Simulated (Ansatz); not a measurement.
## GaP (F-43m): lattice thermal conductivity

Wanted: κ(T), lifetimes and mean free paths for GaP.

Experimental results on record:
- thermal conductivity 100 W/m/K near room temperature (given in “Combining the AFLOW GIBBS and Elastic Libraries to efficiently and robustly screen thermo-mechanical properties of solids”, 2017, arXiv:1611.05714)

Main program and level: Ansatz 0.2.0; DFT r2SCAN, scalar-relativistic, plane waves, PAW; PAW set soft_1.

## Step 1: The starting structure

The structure is cubic, space group F-43m (No. 216). Conventional cell: a = 5.451 Å, b = 5.451 Å, c = 5.451 Å, α = 90.00°, β = 90.00°, γ = 90.00°. Nearest to Ga lie 4 P at 2.36 Å. Nearest to P lie 4 Ga at 2.36 Å. Farther neighbours are not listed.

## Step 2: Probe on a coarse mesh

Before spending time, one coarse run tells the gap and the pressure of the starting cell.

input.yaml

```yaml
crystal:
  lattice:
    - [0.0, 2.72525, 2.72525]
    - [2.72525, 0.0, 2.72525]
    - [2.72525, 2.72525, 0.0]
  atoms:
    - { symbol: Ga, position: [0.0, 0.0, 0.0] }
    - { symbol: P, position: [0.25, 0.25, 0.25] }
kpoints:
  mp_grid: { grid: [6, 6, 6] }
hamiltonian:
  xc: r2scan
  pseudopotentials: { kind: paw, azcp: { folder: soft_1 } }
scf:
  occupations: { method: gaussian, width: 0.1 }
  lower_state_search: "off"
output:
  forces: true
  stress: true
  eigenvalues: true
```

Run with:

```console
$ ansatz run input.yaml --threads 18 --pin off --max-ram 92160MiB --backend cuda --events-out ev --progress --plain --runs-dir out --max-vram 78GiB
```

Numbers of over 12 decimals in the logs are rounded to 6 here.

What it wrote:

```text
Engine: ansatz 0.2.0, aarch64-unknown-linux-gnu
Pseudopotentials: kind: paw
Pseudopotential: Ga, paw, valence charge 13, recommended cutoff 500 eV (meta_gga), soft_1/Ga.paw.azcp
Pseudopotential: P, paw, valence charge 5, recommended cutoff 500 eV (meta_gga), soft_1/P.paw.azcp
Functional definition: r2SCAN
  parameter k0 = 0.174
  parameter k1 = 0.065
  parameter a1 = 4.9479
  exchange = r2scan_x(k0 = k0, k1 = k1, a1 = a1)
  correlation = r2scan_c
device memory: the entry about to start is reckoned to put 0.9 GiB on a device that reports 118.2 GiB free (of which the cap on the GPU budget leaves the run 78.0 GiB)
GPU FFT provider: cuFFT
GPU libraries: cuBLAS 13.8.1, cuFFT 12.4.0, cuSOLVER 12.3.2
GPU matrix products: emulated (plane waves: as basis.precision tells), large ones in fixed point in workspaces of 1.00 GiB
Crystal: 2 atoms, lattice volume = 40.481 Å³
Basis set: ecut = 500 eV, 965 PW (Γ), exchange–correlation on 120×120×120 points (64 copies of the dense FFT grid, shifted against one another)
Bands: 13, of which v1, the nominal top of the filled ones, is band 9 counted from 1 (8 counted from 0)
Symmetry: 24 space group operations
Space group: F-43m (ITA 216), of the structure as read, at distance tolerance 3.4e-5 Å
k-points: 16 of 216 (time reversal used)
Non-local potential: Ga, projectors of the file, l = 0: 2, l = 1: 2, l = 2: 3, l = 3: 1
Non-local potential: P, projectors of the file, l = 0: 2, l = 1: 2, l = 2: 1
PAW form: soft (Blöchl's): semilocal exchange-correlation on the pseudo side does not see the compensation charge
PAW frozen core: Ga, regenerated for the run's functional (the file was generated under x = pbe(κ = 0.804, μ = 0.219515), c = pbe(β = 0.066725))
PAW frozen core: P, regenerated for the run's functional (the file was generated under x = pbe(κ = 0.804, μ = 0.219515), c = pbe(β = 0.066725))
PAW one-centre angular grid: Ga, 590 points (default); XC on 160 Gauss nodes
PAW one-centre angular grid: P, 302 points (default); XC on 160 Gauss nodes
Initial density: superposition of atomic densities (chi_scale 0.1, normalization cell, long waves kept (reshape's long-wave potential 0.00 eV rms))
Initial wavefunctions: pseudopotential atomic-orbital guess
GPU buffer pool allocated for 27000 grid points (all kernels)
GPU transforms: local potential and band sums: pruned to the plane-wave sphere, on 30×30×30
Functional: x = r2scan, c = r2scan; τ floored in thin density (d = 2e-4 eV/Å³)
SCF iter   1: F=-4550.389309 eV  HF=-4550.475165 eV  |F-HF|=8.59e-2  |Δ(HF+E_count)|=         —  Δρ=5.03e-2  dr2=6.79e-1  dr2_τ=1.73e-2  ethr=3.10e-3  ⟨swp⟩=6.2  Hψ=1493  notcnv=0
preconditioner: auto → none  [insulator: Δε(μ)=2.139 eV  Ē_g=16.233 eV  σ=0.100 eV  W_gap=1.00  n_scr=14 (ndim 8)  ℏωp=24.8 eV  f_vac=0.000  D(μ)=0.00/eV (n_scr^D=0)  ε∞_Penn≈3.3]
SCF iter   2: F=-4550.475534 eV  HF=-4550.454492 eV  |F-HF|=2.10e-2  |Δ(HF+E_count)|=   2.07e-2  Δρ=2.33e-2  dr2=1.09e-1  dr2_τ=8.56e-4  ethr=3.10e-3  ⟨swp⟩=2.1  Hψ=479  notcnv=0
SCF iter   3: F=-4550.476287 eV  HF=-4550.478601 eV  |F-HF|=2.31e-3  |Δ(HF+E_count)|=   2.41e-2  Δρ=5.36e-3  dr2=8.07e-3  dr2_τ=4.24e-4  ethr=6.03e-4  ⟨swp⟩=2.0  Hψ=339  notcnv=0
SCF iter   4: F=-4550.477838 eV  HF=-4550.477982 eV  |F-HF|=1.44e-4  |Δ(HF+E_count)|=   6.19e-4  Δρ=8.26e-4  dr2=1.39e-4  dr2_τ=1.78e-6  ethr=4.48e-5  ⟨swp⟩=2.0  Hψ=330  notcnv=0
SCF iter   5: F=-4550.477881 eV  HF=-4550.477907 eV  |F-HF|=2.55e-5  |Δ(HF+E_count)|=   7.49e-5  Δρ=1.92e-4  dr2=1.55e-5  dr2_τ=2.56e-7  ethr=7.74e-7  ⟨swp⟩=2.0  Hψ=416  notcnv=0
SCF iter   6: F=-4550.477924 eV  HF=-4550.477928 eV  |F-HF|=3.78e-6  |Δ(HF+E_count)|=   2.11e-5  Δρ=7.38e-5  dr2=2.77e-6  dr2_τ=1.23e-8  ethr=8.59e-8  ⟨swp⟩=2.1  Hψ=347  notcnv=0
SCF iter   7: F=-4550.477927 eV  HF=-4550.477927 eV  |F-HF|=1.32e-7  |Δ(HF+E_count)|=   9.96e-7  Δρ=1.31e-5  dr2=1.02e-7  dr2_τ=3.16e-10  ethr=1.54e-8  ⟨swp⟩=2.0  Hψ=350  notcnv=0
SCF iter   8: F=-4550.477927 eV  HF=-4550.477927 eV  |F-HF|=1.12e-9  |Δ(HF+E_count)|=   4.32e-8  Δρ=1.33e-6  dr2=1.11e-9  dr2_τ=5.89e-12  ethr=5.56e-10  ⟨swp⟩=6.0  Hψ=1076  notcnv=0
SCF 1 converged in 8 iterations: F = -4550.477927 eV  dr2 = 1.11e-9
  greatest PAW one-centre occupation: 0.993 electrons in one spin orbital (limit 2), on the Ga atom at site 0 (counted from 0), in its partial waves of l = 2
SCF converged after 8 iterations
Free energy (F): -4550.477927 eV
Harris-Foulkes:  -4550.477927 eV  (|F-HF|=1.12e-9)
Internal energy: -4550.477927 eV  (E = F + TS)
E sigma→0 (E₀):  -4550.477927 eV
Fermi energy:    7.841488 eV
--- Per-component energies (eV) ---
  E_band       = -67.726533
  E_kinetic    = 180.143398
  E_local      = -1677.825547  (includes V_loc(G=0)·N_el)
  E_nonlocal   = -58.958951
  E_hartree    = 1018.487625
  E_xc         = -125.732355
  E_vxc        = -123.130635  (∫ρ·V_xc dr)
  E_paw        = -2573.203276  (= ΣΔE_a)
  E_vpaw       = -430.821577  (= ΣTr[D̂ρ^β])
  E_aug_tail   = 0.000030  (compensation charges beyond the density's cutoff)
  E_vtau       = 5.890448  (kinetic-family band-sum trace: ∫τ·v_τ [+ j·A + Jᵃ·Aᵃ] dr)
  E_ewald      = -1312.644944
  E_core_change = -0.743908  (= ΣΔE_core)
  E_smearing   = -0.000000  (= −TS)
  E_closure    = 0.000000  (closes the sum)
  Σ components = -4550.477927   (vs F -4550.477927, Δ=0.00e0)
--- Forces (eV/Å), atoms counted from 1 ---
  atom   1  Ga    -0.00000000     0.00000000    -0.00000000
  atom   2  P     -0.00000000     0.00000000     0.00000000
  max |Σ_I F_I| component: 3.15e-16 eV/Å
--- Stress (GPa, compression-positive) ---
        0.089805      -0.000000      -0.000000
       -0.000000       0.089805       0.000000
       -0.000000       0.000000       0.089805
  P = ⅓ Tr σ = 0.0898 GPa (0.898 kbar)
--- Band table (eV; the first three rows and the last of 16) ---
  k-point 0: bands = [... 5 lower, -6.1354, 6.8890, 6.8890, 6.8890, 9.2549, 11.0600, 11.0600, 11.0600]
  k-point 1: bands = [... 5 lower, -5.7596, 4.4773, 6.5023, 6.5023, 9.7174, 11.6354, 11.6354, 12.3670]
  k-point 2: bands = [... 5 lower, -4.7668, 1.5297, 5.9401, 5.9401, 9.1655, 12.0269, 12.0269, 15.0710]
  k-point 15: bands = [... 5 lower, -2.9670, 0.0917, 3.3819, 3.5054, 10.6709, 10.8777, 14.9477, 14.9902]
```

The job ended after 1.3 s (1 × NVIDIA GB200 with 18 threads of Arm Neoverse V2, shared host; peak memory 1.1 GiB).

Numbers from this step:

| Item | Value |
| --- | --- |
| pressure | 0.08981 GPa |
| gap on the k-mesh | 1.905 eV |
| volume per atom | 20.24 Å³/atom |

The start is under 0.090 GPa at this level and looks like an insulator or semiconductor on this mesh.

## Step 3: Finding the static equilibrium

The vibrations must be taken about the equilibrium of this functional, not about the starting cell, so the structure is relaxed.

input.yaml, the sections that differ from step 2:

```yaml
kpoints:
  mp_grid: { grid: [8, 8, 8] }
scf:
  occupations: { method: gaussian, width: 0.02 }
  lower_state_search: "off"
relax:
  adjacent_minimum: "off"
  f_tol: 0.005
  max_steps: 80
  cell: { stress_tol: 0.05 }
# crystal, hamiltonian, output: as in step 2
```

What it wrote:

```text
[...]
Crystal: 2 atoms, lattice volume = 40.481 Å³
Basis set: ecut = 500 eV, 965 PW (Γ), exchange–correlation on 120×120×120 points (64 copies of the dense FFT grid, shifted against one another)
Bands: 13, of which v1, the nominal top of the filled ones, is band 9 counted from 1 (8 counted from 0)
Symmetry: 24 space group operations
[...]
k-points: 29 of 512 (time reversal used)
[...]
SCF iter   1: F=-4550.402978 eV  HF=-4550.485973 eV  |F-HF|=8.30e-2  |Δ(HF+E_count)|=         —  Δρ=5.01e-2  dr2=6.69e-1  dr2_τ=1.71e-2  ethr=3.10e-3  ⟨swp⟩=6.4  Hψ=2748  notcnv=0
[...]
SCF iter   2: F=-4550.487670 eV  HF=-4550.466799 eV  |F-HF|=2.09e-2  |Δ(HF+E_count)|=   1.92e-2  Δρ=2.32e-2  dr2=1.07e-1  dr2_τ=8.49e-4  ethr=3.10e-3  ⟨swp⟩=2.1  Hψ=866  notcnv=0
[...]
SCF iter   8: F=-4550.489957 eV  HF=-4550.489957 eV  |F-HF|=1.01e-9  |Δ(HF+E_count)|=   3.42e-8  Δρ=1.34e-6  dr2=1.10e-9  dr2_τ=5.51e-12  ethr=5.56e-10  ⟨swp⟩=5.9  Hψ=1833  notcnv=0
SCF 1 converged in 8 iterations: F = -4550.489957 eV  dr2 = 1.10e-9
[...]
relax step   1: F+E_penalty+E_count = -4550.48995719 eV  Δ(F+E_penalty+E_count) = +0.000e0 eV  max|allowed force component| = 1.295e-16 eV/Å  Δτ_max = 0.0000 Å  P = +0.061 GPa  Ω = 40.481 Å³  (8 SCF iters, dr2 threshold 1.00e-7 eV, accepted)
[...]
Crystal: 2 atoms, lattice volume = 40.502 Å³
[...]
iter 1 solved again at ethr=1.50e-9 eV; its pass at ethr=3.10e-3 eV (dr2=2.71e-7 eV) is discarded
[...]
SCF iter   2: F=-4550.489957 eV  HF=-4550.489957 eV  |F-HF|=3.88e-8  |Δ(HF+E_count)|=   2.10e-6  Δρ=1.42e-5  dr2=1.14e-7  dr2_τ=1.52e-9  ethr=1.50e-9  ⟨swp⟩=2.0  Hψ=638  notcnv=0
[...]
SCF iter   4: F=-4550.489957 eV  HF=-4550.489957 eV  |F-HF|=1.07e-9  |Δ(HF+E_count)|=  2.29e-10  Δρ=1.98e-6  dr2=2.02e-9  dr2_τ=2.18e-11  ethr=5.23e-11  ⟨swp⟩=4.9  Hψ=1644  notcnv=0
SCF 2 converged in 4 iterations: F = -4550.489957 eV  dr2 = 2.02e-9
relax step   2: F+E_penalty+E_count = -4550.48995659 eV  Δ(F+E_penalty+E_count) = +5.982e-7 eV  max|allowed force component| = 5.320e-17 eV/Å  Δτ_max = 0.0000 Å  P = +0.016 GPa  Ω = 40.502 Å³  energy of the carried Pulay correction = -5.620e-6 eV  (4 SCF iters, dr2 threshold 9.42e-9 eV, accepted)
[...]
SCF iter   1: F=-4550.489933 eV  HF=-4550.489933 eV  |F-HF|=2.46e-10  |Δ(HF+E_count)|=         —  Δρ=5.17e-6  dr2=5.36e-9  dr2_τ=1.50e-10  ethr=1.62e-6  ⟨swp⟩=3.0  Hψ=3873  notcnv=0
eigensolver tolerance schedule: the retry pair's looser diagonalisation over-reported the residual by 54356.04 of it (diagonalisation noise at an unbounded share of the residual, at the tolerance the schedule requests for it); recorded, not acted on — ethr = c·dr2/N_el stays at c = 1.0e-1
SCF iter   2: F=-4550.489957 eV  HF=-4550.489957 eV  |F-HF|=5.03e-9  |Δ(HF+E_count)|=   2.39e-5  Δρ=3.66e-6  dr2=7.10e-9  dr2_τ=2.35e-10  ethr=2.98e-11  ⟨swp⟩=3.9  Hψ=967  notcnv=0
[...]
SCF iter   6: F=-4550.489957 eV  HF=-4550.489957 eV  |F-HF|=2.73e-12  |Δ(HF+E_count)|=  4.55e-12  Δρ=1.39e-7  dr2=5.40e-12  dr2_τ=1.37e-13  ethr=1.00e-12  ⟨swp⟩=5.3  Hψ=2207  notcnv=0
SCF 3 converged in 6 iterations: F = -4550.489957 eV  dr2 = 5.40e-12
relax step   3: F+E_penalty+E_count = -4550.48995659 eV  Δ(F+E_penalty+E_count) = +8.185e-10 eV  max|allowed force component| = 2.082e-17 eV/Å  Δτ_max = 0.0000 Å  P = +0.016 GPa  Ω = 40.502 Å³  stress off target by 1.63e-2 GPa  SCF on the basis re-selected at this cell (its energy is not comparable with the rows above)  (6 SCF iters)
basis re-selected at this cell: Δ(F+E_penalty+E_count) = +8.185e-10 eV, ΔP = +0.000 GPa vs the last step (what re-selecting the basis moved, of the pressure what is left beyond the Pulay correction that the steps carried, after the strain that the cell walked since its last selection, with what the two solves' SCF thresholds leave and, on support functions, any second-order correction that the steps lacked; it is no  [...]
SCF converged after 6 iterations
Free energy (F): -4550.489957 eV
[...]
Internal energy: -4550.489957 eV  (E = F + TS)
E sigma→0 (E₀):  -4550.489957 eV
Fermi energy:    7.825789 eV
[...]
--- Stress (GPa, compression-positive) ---
        0.016308      -0.000000       0.000000
       -0.000000       0.016308       0.000000
        0.000000       0.000000       0.016308
  P = ⅓ Tr σ = 0.0163 GPa (0.163 kbar)
--- Band table (eV; the first three rows and the last of 29) ---
  k-point 0: bands = [... 5 lower, -6.1426, 6.8774, 6.8774, 6.8774, 9.2395, 11.0514, 11.0514, 11.0514]
  k-point 1: bands = [... 5 lower, -5.9289, 5.2542, 6.6386, 6.6386, 9.7693, 11.4174, 11.4174, 11.7355]
  k-point 2: bands = [... 5 lower, -5.3265, 2.9133, 6.1860, 6.1860, 9.4224, 11.9472, 11.9472, 13.7646]
  k-point 28: bands = [... 5 lower, -2.9538, 0.1460, 3.1682, 3.3381, 11.9104, 12.1718, 13.4204, 13.4603]
--- Relaxed structure (2 steps of the walk, 2 accepted, 1 SCFs on fresh bases) ---
  F+E_penalty+E_count = -4550.48995659 eV   max|allowed force component| = 2.082e-17 eV/Å   (the final SCF, on the basis selected at the relaxed cell)
  cell:  # Å, volume = 40.5015 Å³
    - [0, 2.725715, 2.725715]
    - [2.725715, 0, 2.725715]
    - [2.725715, 2.725715, 0]
  atoms:
    - { symbol: Ga, position: [0, 0, 0] }
    - { symbol: P, position: [0.25, 0.25, 0.25] }
```

Elapsed: 4 s, on 1 × NVIDIA GB200 with 18 threads; peak memory 1.1 GiB.

Little changed from the start: no atom moved by 0.005 Å and no cell edge by 0.1 %.

This step gave:

| Quantity | Value |
| --- | --- |
| pressure | 0.01631 GPa |
| gap on the k-mesh | 1.897 eV |
| volume per atom | 20.25 Å³/atom |

## Step 4: Relaxing to small residual forces and stress

The thresholds are tightened for a last relaxation ahead of the phonons, and where mesh or smearing change with them the cell follows.

input.yaml, the sections that differ from step 3:

```yaml
crystal:
  lattice:
    - [0.0, 2.72571503, 2.72571503]
    - [2.72571503, 0.0, 2.72571503]
    - [2.72571503, 2.72571503, 0.0]
  atoms:
    - { symbol: Ga, position: [0.0, 0.0, 0.0] }
    - { symbol: P, position: [0.25, 0.25, 0.25] }
kpoints:
  mp_grid: { grid: [9, 9, 9] }
scf:
  occupations: { method: fixed }
  lower_state_search: "off"
relax:
  adjacent_minimum: "off"
  f_tol: 0.001
  max_steps: 60
  cell: { stress_tol: 0.01 }
# hamiltonian, output: as in step 3
```

What it wrote:

```text
[...]
Crystal: 2 atoms, lattice volume = 40.502 Å³
Basis set: ecut = 500 eV, 965 PW (Γ), exchange–correlation on 120×120×120 points (64 copies of the dense FFT grid, shifted against one another)
Bands: 13, of which v1, the nominal top of the filled ones, is band 9 counted from 1 (8 counted from 0)
Symmetry: 24 space group operations
[...]
k-point 34: bands = [... 5 lower, -3.0720, 0.2330, 3.0353, 3.6938, 11.5789, 12.0134, 12.9191, 14.6905]
--- Relaxed structure (2 steps of the walk, 2 accepted, 1 SCFs on fresh bases) ---
[...]
cell:  # Å, volume = 40.5068 Å³
    - [0, 2.725834, 2.725834]
    - [2.725834, 0, 2.725834]
    - [2.725834, 2.725834, 0]
  atoms:
    - { symbol: Ga, position: [0, 0, 0] }
    - { symbol: P, position: [0.250000, 0.250000, 0.250000] }
[key lines of the parts left out:]
SCF converged after 7 iterations
Free energy (F): -4550.491118 eV
Fermi energy:    6.875127 eV
P = ⅓ Tr σ = 0.0042 GPa (0.042 kbar)
```

It took 3.2 s on 1 × NVIDIA GB200 with 18 threads; peak memory 1.1 GiB; 6.6 s of CPU time.

Little changed from the start: no atom moved by 0.005 Å and no cell edge by 0.1 %.

Numbers from this step:

```yaml
pressure: 0.004176 GPa
gap_on_the_k_mesh: 1.854 eV
```

The residual pressure is 0.0042 GPa, small enough for phonons.

[end of part 1 of 3]

[Logs are printed without paths, hosts, clocks, repeated set-up lines and the standing remarks that a program may print on its own settings, such as how far it seeks lower states.]

[Hosts, paths, dates, database ids (printed as entryN), source tags and the programs' standing remarks are cut or masked in the printed files.]

[A step with changed settings may run another functional than the one named; its input shows which.]
